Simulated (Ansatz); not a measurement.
# BiAs (model cell, started as CsCl type): following an unstable mode, part 3 of 3

Wanted: the energy along a soft mode of BiAs (model cell, started as CsCl type) and the structure at the end.

Ansatz 0.2.0; DFT PBEsol, scalar-relativistic, plane waves, PAW.

So far. Step 5 (Energy along the mode, all amplitudes (two of the runs …): The lowest of the steps tried is at 0.22 Å, 5.52 meV/atom below the parent; the bottom of the well need not coincide with a step. Step 7 (The new phase in its own primitive cell): The largest force component left is 0.58 meV/Å and the pressure is 0.002 GPa, within the tolerances set. The cell now holds 24.56 Å³/atom. The relaxed cell has a, b, c = 7.101, 14.800, 3.739 Å (conventional setting).

The structure was built from a prototype and need not be the compound's stable phase.

## (8) Modes of the new phase, k-mesh 6×6×8

A relaxed structure may still be a saddle point, so its zone-centre modes are computed. No field response is asked, since the mesh shows no gap.

input.yaml reads:

```yaml
crystal:
  lattice:
    - [3.550259254, -7.3998485853, 0.0]
    - [3.550259254, 7.3998485853, 0.0]
    - [0.0, 0.0, 3.738703986]
  atoms:
    - { symbol: Bi, position: [0.75, 0.75, 0.0] }
    - { symbol: Bi, position: [0.25, 0.25, 0.0] }
    - { symbol: Bi, position: [0.0, 0.5, 0.0] }
    - { symbol: Bi, position: [0.5, 0.0, 0.0] }
    - { symbol: As, position: [0.878714652, 0.121285348, 0.4165284249] }
    - { symbol: As, position: [0.378714652, 0.621285348, 0.5834715751] }
    - { symbol: As, position: [0.121285348, 0.878714652, 0.5834715751] }
    - { symbol: As, position: [0.621285348, 0.378714652, 0.4165284249] }
kpoints:
  mp_grid: { grid: [6, 6, 8] }
hamiltonian:
  xc: pbesol
scf:
  occupations: { method: methfessel_paxton, width: 0.15 }
output:
  eigenvalues: true
phonons:
  method: dfpt
```

Run with:

```bash
ansatz run input.yaml --threads 4 --pin off --max-ram 7168MiB --backend cpu --events-out ev --progress --plain --runs-dir out
```

Numbers of over 12 decimals in the logs are rounded to 6 here.

Log:

```text
Engine: ansatz 0.2.0, aarch64-unknown-linux-gnu
Pseudopotentials: kind: paw
Pseudopotential: Bi, paw, valence charge 15, recommended cutoff 420 eV (normal), Bi.paw.azcp
Pseudopotential: As, paw, valence charge 15, recommended cutoff 420 eV (normal), As.paw.azcp
Functional definition: PBEsol
  exchange = pbesol_x
  correlation = pbesol_c
Crystal: 8 atoms, lattice volume = 196.442 Å³
Basis set: ecut = 420 eV, 3827 PW (Γ), exchange–correlation on 120×120×50 points (8 copies of the dense FFT grid, shifted against one another)
Bands: 72, of which v1, the nominal top of the filled ones, is band 60 counted from 1 (59 counted from 0)
Symmetry: 8 space group operations
k-points: 148 of 288 (irreducible under 1 space group operation, time reversal used)
Non-local potential: Bi, projectors of the file, l = 0: 2, l = 1: 2, l = 2: 2, l = 3: 2
Non-local potential: As, projectors of the file, l = 0: 2, l = 1: 2, l = 2: 3, l = 3: 1
PAW form: soft (Blöchl's): semilocal exchange-correlation on the pseudo side does not see the compensation charge
PAW frozen core: Bi, regenerated for the run's functional, and the local potential with it (the file was generated under x = pbe(κ = 0.804, μ = 0.219515), c = pbe(β = 0.066725))
PAW frozen core: As, regenerated for the run's functional, and the local potential with it (the file was generated under x = pbe(κ = 0.804, μ = 0.219515), c = pbe(β = 0.066725))
PAW one-centre angular grid: Bi, 590 points (default); XC on 64 Gauss nodes
PAW one-centre angular grid: As, 590 points (default); XC on 64 Gauss nodes
Initial density: superposition of atomic densities (neutral atoms: chi_scale 0, normalization atom), corrected by the library's trained network
Initial wavefunctions: pseudopotential atomic-orbital guess
Functional: x = pbesol(κ = 0.804, μ = 0.123457), c = pbesol(β = 0.046)
SCF iter   1: F=—  HF=-68218.557611 eV  |F-HF|=—  |Δ(HF+E_count)|=         —  Δρ=3.08e-3  dr2=3.69e-2  ethr=1.77e-3  ⟨swp⟩=7.5  Hψ=40824  notcnv=0
preconditioner: auto → Kerker (q_TF=auto, 2.513 Å⁻¹)  [metal: Δε(μ)=0.022 eV  Ē_g=16.962 eV  σ=0.150 eV  W_gap=0.12  n_scr=56 (ndim 8)  ℏωp=23.7 eV  f_vac=0.000  D(μ)=4.11/eV (n_scr^D=28)]
SCF iter   2: F=—  HF=-68218.546729 eV  |F-HF|=—  |Δ(HF+E_count)|=   1.09e-2  S|Δr|=    0.00e0  Δρ=1.67e-3  dr2=8.60e-3  ethr=3.08e-5  ⟨swp⟩=2.1  Hψ=20853  notcnv=0
SCF iter   3: F=—  HF=-68218.544865 eV  |F-HF|=—  |Δ(HF+E_count)|=   1.86e-3  S|Δr|=    0.00e0  Δρ=5.16e-4  dr2=9.35e-4  ethr=7.16e-6  ⟨swp⟩=2.8  Hψ=18379  notcnv=0
SCF iter   4: F=—  HF=-68218.544657 eV  |F-HF|=—  |Δ(HF+E_count)|=   2.07e-4  S|Δr|=    0.00e0  Δρ=2.01e-4  dr2=6.16e-5  ethr=7.79e-7  ⟨swp⟩=2.8  Hψ=19386  notcnv=0
SCF iter   5: F=—  HF=-68218.544678 eV  |F-HF|=—  |Δ(HF+E_count)|=   2.03e-5  S|Δr|=    0.00e0  Δρ=5.74e-5  dr2=4.74e-6  ethr=5.13e-8  ⟨swp⟩=2.0  Hψ=16163  notcnv=0
SCF iter   6: F=—  HF=-68218.544500 eV  |F-HF|=—  |Δ(HF+E_count)|=   1.78e-4  S|Δr|=    0.00e0  Δρ=2.57e-5  dr2=1.14e-6  ethr=3.95e-9  ⟨swp⟩=2.0  Hψ=18990  notcnv=0
SCF iter   7: F=—  HF=-68218.544500 eV  |F-HF|=—  |Δ(HF+E_count)|=   2.10e-8  S|Δr|=    0.00e0  Δρ=6.09e-6  dr2=6.53e-8  ethr=9.48e-10  ⟨swp⟩=2.0  Hψ=16060  notcnv=0
SCF iter   8: F=—  HF=-68218.544500 eV  |F-HF|=—  |Δ(HF+E_count)|=   2.12e-8  S|Δr|=    0.00e0  Δρ=1.14e-6  dr2=3.15e-9  ethr=5.44e-11  ⟨swp⟩=2.0  Hψ=19032  notcnv=0
SCF iter   9: F=—  HF=-68218.544500 eV  |F-HF|=—  |Δ(HF+E_count)|=  7.71e-10  S|Δr|=    0.00e0  Δρ=1.81e-7  dr2=1.17e-10  ethr=2.62e-12  ⟨swp⟩=2.0  Hψ=16085  notcnv=0
SCF iter  10: F=-68218.544500 eV  HF=-68218.544500 eV  |F-HF|=2.91e-11  |Δ(HF+E_count)|=  2.91e-11  S|Δr|=    0.00e0  Δρ=4.23e-8  dr2=3.61e-12  ethr=1.00e-12  ⟨swp⟩=9.7  Hψ=57707  notcnv=0
SCF 1 converged in 10 iterations: F = -68218.544500 eV  dr2 = 3.61e-12
[...]
DFPT response loops at Γ: preconditioner auto → Kerker (q_TF=auto, 2.513 Å⁻¹) (partly filled bands, converged f_vac=0.000); β = 1.00, the filter's whole step (`scf.mixing.beta` (0.50) is not read by the response loops under this deck's `scf.mixing.preconditioner`; to damp them name `kerker` or `kerker_dos`, under which they read `scf.mixing.beta`, and type it under 1.00, their step now; both keys bind the ground state too); Broyden in place of MSR1
the response loops of the zone centre start from zero, take more passes and end by a threshold: the memory limit or budget leaves too little room for the subspace of the ground state's own states beside the solves, or none could be made (phonons.method)
```

Run time: 21 min. Hardware: 4 threads of Arm Neoverse V2, shared host; peak memory 4.8 GiB.

The run was cut off at the time limit after its SCF cycle had converged; no result of it is taken.

The program's message: “Warning: RAYON”

## (9) The phases reached

The phases reached along the modes that were followed are set side by side.

Energies are those of the first relaxation, on the mesh of the frozen mode; space group, volume and gap are those of the last relaxation. Phases, by row:

```
               mode frozen in  space group  energy from parent (meV/atom)  volume (Å³/atom)  gap on mesh (eV)  lowest zone-centre optical mode (cm⁻¹)  largest shift (Å)
                       parent        Pm-3m                              0             23.89                 0                                       –                  –
q = (0, -0.5, -0.5), 82i cm⁻¹       P4/nmm                         -39.78             25.48                 0                                    43.8              0.472
q = (0, 0.25, -0.5), 60i cm⁻¹         Cmme                         -11.59             24.56                 0                                       –              0.317
```

## (10) Results

* unstable mode of the parent: q = (0, 0.25, -0.5), 60i cm⁻¹
* depth at the lowest point sampled: 5.52 meV/atom
* largest atomic shift at that point: 0.22 Å
* space group reached (within 0.01 Å): Cmme
* energy gained over the parent (first relaxation, on the mesh of the frozen mode): 11.6 meV/atom
* volume per atom, phase reached: 24.6 Å³

**Reading.** Along this mode the structure falls into Cmme, 11.6 meV/atom below the parent. At the parent's cell the well is 5.522 meV/atom deep on the steps tried, with its lowest point at a shift of 0.22 Å. Relaxing atoms and cell changes the gain by +6.06 meV/atom against the lowest step (energies at zero smearing). The modes of the phase reached were not computed on this path. Of the 2 patterns followed to their end from this parent, this one ends 28.2 meV/atom above the lowest, P4/nmm. Each path keeps the symmetry of its pattern, so a lower phase may lie along a pattern not tried. With no gap, or one that is small against the smearing, the frequencies hang on the k mesh and the smearing, most of all near Kohn anomalies. Spin-orbit coupling is left out, which can matter for the heavy elements here. The starting cell was built on a prototype and not taken from a measurement, so the phase need not exist.

[Logs are printed without paths, hosts, clocks, repeated set-up lines and the standing remarks that a program may print on its own settings, such as how far it seeks lower states.]

[Hosts, paths, dates, database ids (printed as entryN), source tags and the programs' standing remarks are cut or masked in the printed files.]
